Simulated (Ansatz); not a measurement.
# Gate voltage at the highest density: graphene monolayer

A layer charged from two gates alike needs a voltage that grows with the carrier density; the slope is e over the total capacitance.

**Method.** Ansatz 0.2.0, plane waves with PAW datasets (its set soft_2), LDA; isolated slab, charged sheets 5 Å from the outer atoms behind model barriers, atoms held, Fermi-Dirac smearing of 0.05 eV. The voltage is that of the gates (their mean) against the layer's Fermi level, from the uncharged case, which has no gap over 0.05 eV.

| run | added electrons (10¹³ per cm²) | gate voltage (V) |
| --- | --- | --- |
| run 1 | −1.00 | −0.65 |
| run 2 | −2.00 | −1.12 |
| run 3 | −4.00 | −2.01 |
| run 4 | −7.00 | −3.25 |
| run 5 | −11.00 | ? |

**Question.** What value belongs in the row marked “?”, and how far can the other rows tell?

A least-squares line through the 4 rows shown has slope 0.4321 and intercept −0.2452; no row lies more than 0.04 V off it. The capacitance is 1.602/0.4321 = 3.71 µF/cm², against 3.54 µF/cm² for plates 5 Å apart in vacuum on both sides; it is the larger, as where the added charge has its centre outside the outer atoms (not examined here). The line misses the origin, so the series is curved at low densities. At −11.00 it gives 0.4321 × (−11.00) + (−0.2452) = −5.00 V, beyond the rows fitted. Rounding and scatter of the rows alone allow about ±0.091 V there.

The run itself gives −4.86 V: a miss of +0.14 V, or 2.9 % of the value. The capacitance rises a little towards the highest density, as where a small density of states, a quantum capacitance in series, grows with doping.

**Limits.** The gates are model sheets, not atoms, and low densities sample few k-points.
